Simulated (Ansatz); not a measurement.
# Bands, cutoff and cost in G0W0 for Rb2ScCuF6 (Fm-3m), part 2 of 2

Wanted: a G0W0 gap for Rb2ScCuF6 (Fm-3m) that is converged in bands and cutoff, or an estimate of the limit.

Ansatz 0.2.0; G0W0 on PBE, plane waves, PAW; PAW set soft_1. Known limits of the many-body steps: not at the basis limit; d shell near the gap, gap tends to lie low; no spin-orbit coupling; coarse k mesh.

So far. Step 4 (892 empty bands, screening to 180 eV): Against the run with 4×4×4 mesh, 414 empty bands, screening to 108 eV, PAW set soft_1 files, the gap moves by −0.07 eV.

In doubt: one-shot GW on d or f shells is unsure (steps 2, 3, 4, 5, 6, 7), so the values of those runs are not to be relied on.

**5. Changing the k mesh: 2×2×2 mesh, 414 empty bands, screening to 108 eV, PAW set soft_1 files**

Only the mesh changes. It samples the long-range screening, which converges on its own terms. Bands and cutoff differ from the step before, so it is read against an earlier run that matches them.

File input.yaml:

```yaml
crystal:
  lattice:
    - [0.0, 4.3327955954, 4.3327955954]
    - [4.3327955954, 0.0, 4.3327955954]
    - [4.3327955954, 4.3327955954, 0.0]
  atoms:
    - { symbol: Rb, position: [0.75, 0.75, 0.75] }
    - { symbol: Rb, position: [0.25, 0.25, 0.25] }
    - { symbol: Sc, position: [0.0, 0.0, 0.0] }
    - { symbol: Cu, position: [0.5, 0.5, 0.5] }
    - { symbol: F, position: [0.76413725, 0.23586275, 0.23586275] }
    - { symbol: F, position: [0.23586275, 0.23586275, 0.76413725] }
    - { symbol: F, position: [0.23586275, 0.76413725, 0.76413725] }
    - { symbol: F, position: [0.23586275, 0.76413725, 0.23586275] }
    - { symbol: F, position: [0.76413725, 0.23586275, 0.76413725] }
    - { symbol: F, position: [0.76413725, 0.76413725, 0.23586275] }
kpoints:
  mp_grid: { grid: [2, 2, 2] }
hamiltonian:
  xc: pbe
  pseudopotentials: { kind: paw, azcp: { folder: soft_1 } }
scf:
  occupations: { method: fixed }
gw:
  n_empty_bands: 414
  ecut_chi: 108
  qp_bands: [v3, c3]
  qp_kpoints: band_edges
  screening: { model: contour_deformation }
```

Started as:

```console
ansatz run input.yaml --threads 2 --pin off --max-ram 92160MiB --backend cuda --events-out ev --progress --plain --runs-dir out --devices 1 --max-vram 13GiB
```

Numbers of over 12 decimals in the logs are rounded to 6 here.

What it wrote:

```text
GPUs: using 1 of 1 available (devices: 1).
[...]
GPU FFT provider: cuFFT
GPU libraries: cuBLAS 13.8.2, cuFFT 12.4.0, cuSOLVER 12.3.4
Crystal: 10 atoms, lattice volume = 162.680 Å³
Basis set: ecut = 420 eV, 3143 PW (Γ)
Bands: 55, of which v1, the nominal top of the filled ones, is band 45 counted from 1 (44 counted from 0)
Symmetry: 48 space group operations
[...]
k-points: 3 of 8
[...]
2    44      6.8651   -46.1730     8.5506   -36.3165  0.6600     5.3638     5.5592  root * ?
     2    45      6.8933   -46.4748     8.6871   -36.4453  0.6608     5.3498     5.5508  root * ?
     2    46      9.1667    -9.3493    -4.6567   -15.6220  0.8000    10.8591    10.7827  root * ?
     2    47      9.2980   -12.0626    -6.3503   -20.4591  0.7336    11.6320    11.3442  root * ?
     2    48      9.3383   -11.9784    -6.4356   -20.4737  0.7318    11.7031    11.3981  root * ?
[key lines of the parts left out:]
SCF converged after 11 iterations
Free energy (F): -20158.101952 eV
Fermi energy:    6.987784 eV
```

It took 7.9 s on 1 × NVIDIA H100 80GB HBM3 (shared by 6 runs) with 2 threads of AMD EPYC 7R13 (Zen 3), shared host; peak memory 1.3 GiB; 10 s of CPU time.

Numbers from this step:

```
bands summed                                 : 459
RPA ε∞ on this mesh (eigenvalues)            : 2.573, 2.573, 2.573
plane waves in the screening matrix          : 411
G0W0 gap on the mesh                         : 3.857 eV
k of the valence top                         : 0, 0, -0.5
k of the conduction bottom                   : 0, 0, 0
starting gap on the mesh                     : 1.462 eV
least direct G0W0 gap on the computed points : 3.914 eV
```

Against the run with 4×4×4 mesh, 414 empty bands, screening to 108 eV, PAW set soft_1 files, the gap moves by +0.07 eV.

**6. Changing the frequency model: 4×4×4 mesh, 892 empty bands, screening to 180 eV, plasmon pole, PAW set soft_1 files**

A plasmon pole stands in for the full frequency dependence of the screening; this run shows what that costs in accuracy. Bands and cutoff differ from the step before, so it is read against an earlier run that matches them.

Edit input.yaml of step 5 so:

```diff
@@ -17,3 +17,3 @@
 kpoints:
-  mp_grid: { grid: [2, 2, 2] }
+  mp_grid: { grid: [4, 4, 4] }
 hamiltonian:
@@ -24,6 +24,6 @@
 gw:
-  n_empty_bands: 414
-  ecut_chi: 108
+  n_empty_bands: 892
+  ecut_chi: 180.0
   qp_bands: [v3, c3]
   qp_kpoints: band_edges
-  screening: { model: contour_deformation }
+  screening: { model: godby_needs }
```

What it wrote:

```text
GPUs: using 1 of 1 available (devices: 1).
[...]
GPU FFT provider: cuFFT
GPU libraries: cuBLAS 13.8.2, cuFFT 12.4.0, cuSOLVER 12.3.4
Crystal: 10 atoms, lattice volume = 162.680 Å³
Basis set: ecut = 420 eV, 3143 PW (Γ)
Bands: 55, of which v1, the nominal top of the filled ones, is band 45 counted from 1 (44 counted from 0)
Symmetry: 48 space group operations
[...]
k-points: 8 of 64
[...]
7    44      6.8764   -46.3816     8.3417   -36.4208  0.7637     5.2638     5.2574  root
     7    45      6.9304   -46.3839     8.2826   -36.5055  0.7637     5.3453     5.3346  root
     7    46      9.3087   -11.8560    -6.0403   -20.3188  0.8026    11.7436    11.7313  root ?
     7    47      9.3087   -11.8560    -6.0403   -20.3188  0.8026    11.7436    11.7313  root ?
     7    48      9.3416   -11.9886    -6.0250   -20.4684  0.8021    11.7958    11.7964  root
[key lines of the parts left out:]
SCF converged after 11 iterations
Free energy (F): -20158.120895 eV
Fermi energy:    6.977632 eV
```

Elapsed: 88 s, on 1 × NVIDIA H100 80GB HBM3 (shared by 6 runs) with 2 threads; peak memory 6.3 GiB.

Numbers from this step:

| Quantity | Value |
| --- | --- |
| bands summed | 937 |
| plasmon-pole fit frequency | 27.62 eV |
| RPA ε∞ on this mesh (eigenvalues) | 2.558, 2.558, 2.558 |
| plane waves in the screening matrix | 893 |
| G0W0 gap on the mesh | 4.059 eV |
| k of the valence top | 0, 0, -0.5 |
| k of the conduction bottom | 0, 0, 0 |
| starting gap on the mesh | 1.470 eV |
| least direct G0W0 gap on the computed points | 4.170 eV |

Against the run with 4×4×4 mesh, 892 empty bands, screening to 180 eV, PAW set soft_1 files, the gap moves by +0.33 eV.

**7. Changing the files and raising the bands: 4×4×4 mesh, 1322 empty bands, screening to 234 eV, hard PAW files**

Other atomic data (hard PAW) test the pseudisation: the cutoff goes from 420 to 1050 eV, with the same valence electrons. Bands and screening cutoff change too, so the step is no clean test of the files.

This step: G0W0 on PBE, plane waves, PAW.

Edit input.yaml of step 6 so:

```diff
@@ -20,3 +20,3 @@
   xc: pbe
-  pseudopotentials: { kind: paw, azcp: { folder: soft_1 } }
+  pseudopotentials: { kind: paw, source: ansatz }
 scf:
@@ -24,6 +24,6 @@
 gw:
-  n_empty_bands: 892
-  ecut_chi: 180.0
+  n_empty_bands: 1322
+  ecut_chi: 234.0
   qp_bands: [v3, c3]
   qp_kpoints: band_edges
-  screening: { model: godby_needs }
+  screening: { model: contour_deformation }
```

What it wrote:

```text
GPUs: using 1 of 1 available (devices: 1).
[...]
GPU FFT provider: cuFFT
GPU libraries: cuBLAS 13.8.2, cuFFT 12.4.0, cuSOLVER 12.3.4
Crystal: 10 atoms, lattice volume = 162.680 Å³
Basis set: ecut = 1050 eV, 12627 PW (Γ)
Bands: 55, of which v1, the nominal top of the filled ones, is band 45 counted from 1 (44 counted from 0)
Symmetry: 48 space group operations
[...]
k-points: 8 of 64
[...]
6    46      9.1944    -9.3773    -4.8145   -15.5823  0.7967    10.6422    10.5849  root
[...]
7    45      6.9523   -46.3793     8.5502   -36.4938  0.6544     5.4265     5.6170  root ?
     7    46      9.3364   -11.8535    -6.6900   -20.3176  0.7281    11.3174    11.1106  root ?
     7    47      9.3364   -11.8535    -6.6900   -20.3176  0.7281    11.3174    11.1106  root ?
     7    48      9.3694   -11.9858    -6.7067   -20.4668  0.7263    11.3581    11.1436  root ?
[key lines of the parts left out:]
SCF converged after 10 iterations
Free energy (F): -20171.454396 eV
Fermi energy:    6.999463 eV
```

Elapsed: 1.9 min, on 1 × NVIDIA H100 80GB HBM3 (shared by 6 runs) with 2 threads; peak memory 6.3 GiB; 2.9 min of CPU time.

Numbers from this step:

| Property | Result |
| --- | --- |
| bands summed | 1367 |
| RPA ε∞ on this mesh (eigenvalues) | 2.553, 2.553, 2.553 |
| plane waves in the screening matrix | 1363 |
| G0W0 gap on the mesh | 3.764 eV |
| k of the valence top | 0, 0, -0.5 |
| k of the conduction bottom | 0, 0, 0 |
| starting gap on the mesh | 1.474 eV |
| least direct G0W0 gap on the computed points | 3.823 eV |

Against the run with 4×4×4 mesh, 892 empty bands, screening to 180 eV, PAW set soft_1 files, the gap moves by +0.04 eV.

**8. Convergence and cost**

Times are wall times on 1 × NVIDIA H100 80GB HBM3 (shared by 6 runs) with 2 threads of AMD EPYC 7R13 (Zen 3), shared host, good to a factor of about two.

```csv
mesh,files,frequency,bands summed,cutoff (eV),start (eV),G0W0 (eV),time,host memory (GiB)
4×4×4,PAW set soft_1,contour deformation,191,54,1.470,4.334,11 s,1.2
4×4×4,PAW set soft_1,contour deformation,459,108,1.470,3.792,23 s,1.6
4×4×4,PAW set soft_1,contour deformation,937,180,1.470,3.725,41 s,2.7
2×2×2,PAW set soft_1,contour deformation,459,108,1.462,3.857,7.9 s,1.3
4×4×4,PAW set soft_1,plasmon pole,937,180,1.470,4.059,88 s,6.3
4×4×4,hard PAW,contour deformation,1367,234,1.474,3.764,1.9 min,6.3
```

The parts of the quasiparticle energy at the two band edges (eV; QP = start + Σx + Σc − Vxc):

```csv
run,edge,start,Σx,Σc,Vxc,Z,QP
191 bands,valence top,6.98,-46.73,8.25,-36.74,0.66,5.24
191 bands,conduction bottom,8.45,-7.33,-3.56,-12.02,0.84,9.58
459 bands,valence top,6.98,-46.73,8.67,-36.74,0.66,5.66
459 bands,conduction bottom,8.45,-7.33,-3.68,-12.02,0.83,9.46
937 bands,valence top,6.98,-46.73,8.69,-36.74,0.66,5.69
937 bands,conduction bottom,8.45,-7.33,-3.72,-12.02,0.83,9.41
```

**9. Summary of results**

```
191 bands, 54 eV  : 4.334 eV
459 bands, 108 eV : 3.792 eV
937 bands, 180 eV : 3.725 eV
mesh and start    : 4×4×4, PBE
```

**Reading.** From 191 to 937 bands the gap moves by −0.61 eV while the time grows 3.6-fold. Σc changes by +0.44 eV at the valence top and −0.16 eV at the conduction bottom, so the valence edge carries most of the change. On the 2×2×2 mesh in place of 4×4×4 the gap differs by +0.07 eV, of which −0.01 eV is already in the start. The plasmon-pole model gives +0.33 eV against contour deformation, 15 % of the correction (the least direct gap moves by +0.37 eV), and saved no time in this program. With hard PAW files and 1367 bands the gap is 3.76 eV. A d shell, filled or nearly so, lies near the gap. One-shot GW converges very slowly in bands there, not always from below, and on a semilocal start the gap tends to come out low; starts rich in exact exchange can overshoot instead. The many-body steps are scalar-relativistic: spin-orbit coupling is not in them. The program marks a band-edge row as in doubt, so the gap is less sure than its digits.

[Paths, hosts, dates, memory and timing lines, banners, echoed tables and standing remarks are left out of the program output.]

[Logs are printed without paths, hosts, clocks, repeated set-up lines and the standing remarks that a program may print on its own settings, such as how far it seeks lower states.]

[Runs of the session that timed out or met a known fault of the program may be left out.]

[Cells called generated may have been cut or substituted from an entry of the Crystallography Open Database or the Materials Project.]

[Hosts, paths, dates, database ids (printed as entryN), source tags and the programs' standing remarks are cut or masked in the printed files.]
